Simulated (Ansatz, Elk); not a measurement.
# How far do independent atoms describe CaMn2H2?

Structure refinements treat a crystal as free atoms side by side. For a made-up structure of CaMn2H2 (cell and positions from a PBE relaxation) the runs below show what the calculated density changes in F(hkl).

Program: Elk 11.2.3 (patched build). Level of theory: DFT, PBE, all-electron APW+lo, Dirac cores, scalar-relativistic bands, static density, no spin. Results are calculated unless marked as measured.

This account leaves out most program logs.

The structure was built from a prototype and need not be the compound's stable phase.

## 1. The structure

The structure is trigonal, space group P-3m1 (No. 164). The conventional cell has a = 3.677 Å, b = 3.677 Å, c = 5.124 Å, α = 90.00°, β = 90.00°, γ = 120.00°. Mn has 1 H at 1.58 Å nearest. Nearest to Ca lie 6 H at 2.26 Å. Nearest to H lie 1 Mn at 1.58 Å and 3 Ca at 2.26 Å. Farther neighbours are not listed.

## 2. Ground state and structure factors

An all-electron density is needed, since X-rays see the cores too. Task 0 finds the density and task 195 Fourier-transforms it; tshift is off so that phases refer to the origin typed.

elk.in reads:

```
tasks
  0
  195

xctype
  20

spinpol
  .false.

rgkmax
  7.0

gmaxvr
  14.0

lmaxo
  7

lmaxapw
  8

swidth
  0.002

tshift
  .false.

ramdisk
  .false.

hmaxvr
  5.5

maxscl
  120

epspot
  1e-06

sppath
  './'

avec
  6.94925565852 0.00000000000 0.00000000000
  -3.47462782926 6.01823193767 -0.00000000000
  0.00000000000 0.00000000000 9.68277583773

atoms
  3
  'Mn.in'
  2
  0.6666666667 0.3333333333 0.5385674096   0.000000 0.000000 0.000000
  0.3333333333 0.6666666667 0.4614325904   0.000000 0.000000 0.000000
  'Ca.in'
  1
  -0.0000000000 0.0000000000 0.0000000000   0.000000 0.000000 0.000000
  'H.in'
  2
  0.6666666667 0.3333333333 0.8475538986   0.000000 0.000000 0.000000
  0.3333333333 0.6666666667 0.1524461014   0.000000 0.000000 0.000000

ngridk
  7 7 5
```

Started as:

```sh
> OMP_NUM_THREADS=4 elk
```

Run time: 48 s. Hardware: 4 threads of Arm Neoverse V1, shared host; peak memory 0.16 GiB.

SFACRHO.OUT:

```text

h k l indices transformed by vhmat matrix:
   1.000000000       0.000000000       0.000000000    
   0.000000000       1.000000000       0.000000000    
   0.000000000       0.000000000       1.000000000    

      h      k      l  multipl.   |H|            Re(F)            Im(F)           |F|

      0      0      0      1   0.0000000       72.000001      0.10176538E-15   72.000001    
      0      0      1      2  0.64890331      -26.044194     -0.20306221E-14   26.044194    
     -1      0      0      6   1.0440251      -5.7361471     -0.30843503E-14   5.7361471    
      1     -1      1      6   1.2292534       42.472514     -0.10010418E-13   42.472514    
     -1      0     -1      6   1.2292534       24.303897      0.54079033E-14   24.303897    
      0      0      2      2   1.2978066       47.956781     -0.14598526E-14   47.956781    
      0     -1     -2      6   1.6656201      -15.254939     -0.98238202E-15   15.254939    
     -1      1      2      6   1.6656201       11.046763     -0.31392319E-14   11.046763    
     -1     -1      0      6   1.8083045       46.138910      0.67685804E-14   46.138910    
     -1      2      1     12   1.9212082      -18.564970     -0.71346180E-15   18.564970    
      0      0     -3      2   1.9467099      -12.832575     -0.12183732E-14   12.832575    
     -2      2      0      6   2.0880502      -3.9017292     -0.14335094E-13   3.9017292    
      0      2     -1      6   2.1865565       31.699118      0.14269236E-15   31.699118    
      0      2      1      6   2.1865565       18.494066     -0.28463010E-14   18.494066    
     -1      0     -3      6   2.2089971       5.2708816      0.32929006E-15   5.2708816    
      0     -1     -3      6   2.2089971       39.500246     -0.37319540E-15   39.500246    
      2     -1     -2     12   2.2258184       36.685542     -0.12644738E-13   36.685542    
     -2      0     -2      6   2.4585068      -12.543492     -0.19388324E-13   12.543492
```

Elk indexes on the primitive cell of elk.in and gives |H| = 4π sin θ/λ in inverse bohr. Below, one row stands for each form hkl of the conventional cell (m members, Friedel mates merged), F is for one primitive cell and the density is static (no thermal factor). Free-atom factors are Waasmaier and Kirfel's, and R is Σm||F|−|F'||/Σm|F|.

| hkl | m | sin θ/λ (Å⁻¹) | abs F, DFT | neutral atoms | diff. |
| --- | --- | --- | --- | --- | --- |
| 001 | 2 | 0.098 | 26.044 | 25.717 | +0.327 |
| 100 | 6 | 0.157 | 5.736 | 5.609 | +0.128 |
| 011 | 6 | 0.185 | 42.472 | 42.247 | +0.226 |
| 101 | 6 | 0.185 | 24.304 | 24.517 | -0.213 |
| 002 | 2 | 0.195 | 47.957 | 48.045 | -0.088 |
| 012 | 6 | 0.251 | 15.255 | 15.720 | -0.465 |
| 102 | 6 | 0.251 | 11.047 | 11.148 | -0.101 |
| 110 | 6 | 0.272 | 46.139 | 46.341 | -0.202 |
| 111 | 12 | 0.289 | 18.565 | 19.051 | -0.486 |
| 003 | 2 | 0.293 | 12.833 | 12.570 | +0.262 |
| 200 | 6 | 0.314 | 3.902 | 4.233 | -0.331 |
| 201 | 6 | 0.329 | 31.699 | 31.943 | -0.244 |
| 021 | 6 | 0.329 | 18.494 | 18.929 | -0.435 |
| 103 | 6 | 0.332 | 5.271 | 5.072 | +0.198 |
| 013 | 6 | 0.332 | 39.500 | 39.451 | +0.049 |
| 112 | 12 | 0.335 | 36.685 | 36.934 | -0.248 |
| 202 | 6 | 0.370 | 12.543 | 12.859 | -0.316 |
| 022 | 6 | 0.370 | 9.041 | 8.916 | +0.124 |

## 3. The highest occupied states alone

An energy window below the Fermi level keeps the highest occupied states, to see at which angles they scatter; shallow core shells can lie inside it and anion s states outside. No new self-consistency is needed.

Changes to elk.in since step 2:

```diff
@@ -1,3 +1,2 @@
 tasks
-  0
   195
@@ -40,2 +39,5 @@
 
+wsfac
+  -0.101820 0.565680
+
 sppath
```

Started as:

```sh
> OMP_NUM_THREADS=4 elk
```

Elapsed: 6.7 s, on 4 threads; peak memory 0.16 GiB; 8.3 s of CPU time.

States within 10 eV below the Fermi level hold 18.00 electrons; any levels below the window count with the cores. Their amplitudes can exceed the total, where window and core parts have opposite phase:

| hkl | sin θ/λ (Å⁻¹) | abs F, window | abs F, all |
| --- | --- | --- | --- |
| 001 | 0.098 | 9.115 | 26.044 |
| 100 | 0.157 | 4.597 | 5.736 |
| 011 | 0.185 | 5.334 | 42.472 |
| 101 | 0.185 | 0.611 | 24.304 |
| 002 | 0.195 | 5.248 | 47.957 |
| 012 | 0.251 | 2.968 | 15.255 |
| 102 | 0.251 | 0.696 | 11.047 |
| 110 | 0.272 | 4.875 | 46.139 |
| 111 | 0.289 | 3.069 | 18.565 |
| 003 | 0.293 | 3.665 | 12.833 |

## 4. Another functional

The difference from free atoms is small, so it is set against the change that LDA (Perdew-Wang) makes.

Changes to elk.in since step 3:

```diff
@@ -1,2 +1,3 @@
 tasks
+  0
   195
@@ -4,3 +5,3 @@
 xctype
-  20
+  3
 
@@ -39,5 +40,2 @@
 
-wsfac
-  -0.101820 0.565680
-
 sppath
```

Started as:

```sh
> OMP_NUM_THREADS=4 elk
```

The job ended after 28 s (4 threads; peak memory 0.16 GiB; 98 s of CPU time).

Against the first run R = 0.07 %; the largest change is -0.056 at 110.

## 5. A coarser k-mesh

About half the k-points along each axis test the sampling.

Changes to elk.in since step 4:

```diff
@@ -5,3 +5,3 @@
 xctype
-  3
+  20
 
@@ -63,2 +63,2 @@
 ngridk
-  7 7 5
+  4 4 2
```

Started as:

```sh
> OMP_NUM_THREADS=4 elk
```

The job ended after 20 s (4 threads; peak memory 0.16 GiB; 52 s of CPU time).

Against the first run R = 0.02 %; the largest change is -0.015 at 002.

## 6. Settings against the effect

| run | R against the first run (%) | R against neutral atoms, low angle (%) | wall time |
| --- | --- | --- | --- |
| PBE, rgkmax 7 | 0.00 | 1.20 | 48 s |
| LDA (Perdew-Wang) | 0.07 | 1.14 | 28 s |
| k-mesh 4×4×2 | 0.02 | 1.19 | 20 s |

## 7. Outcome

- R against neutral atoms, sin θ/λ < 0.3 Å⁻¹: 1.20 %
- R against neutral atoms, 0.3 to 0.83 Å⁻¹: 0.42 %

**Reading.** Independent neutral atoms miss the calculated amplitudes by R = 1.20 % below 0.3 Å⁻¹ and 0.42 % from there to 0.83 Å⁻¹; by shells, 1.26 % below 0.15 Å⁻¹ (1 form), 1.20 % 0.15 to 0.3 (9 forms), 0.76 % 0.3 to 0.45 (17 forms), 0.35 % above 0.45 (106 forms). Bonding, aspherical density and the tables' own atoms all enter these figures, and the runs don't part them. The largest change of an amplitude is -0.49 electrons, at 111. The window's part falls from 18.0 electrons at the origin to at most 1.61 between 0.45 and 0.83 Å⁻¹, where compact states inside the window still scatter. Below 0.3 Å⁻¹ the changes that finished (LDA (Perdew-Wang) and k-mesh 4×4×2) move F by R = 0.11 % at most, against the 1.20 % that separates it from free atoms. The basis has no finished test. These runs have no spin, though d or f shells may be open. Part of the difference isn't bonding: the tables are fits to free atoms and ions calculated by other methods than this functional. Thermal motion, anomalous dispersion and extinction are left out.

[Logs are printed without paths, hosts, clocks, repeated set-up lines and the standing remarks that a program may print on its own settings, such as how far it seeks lower states.]

[Hosts, paths, dates, database ids (printed as entryN), source tags and the programs' standing remarks are cut or masked in the printed files.]
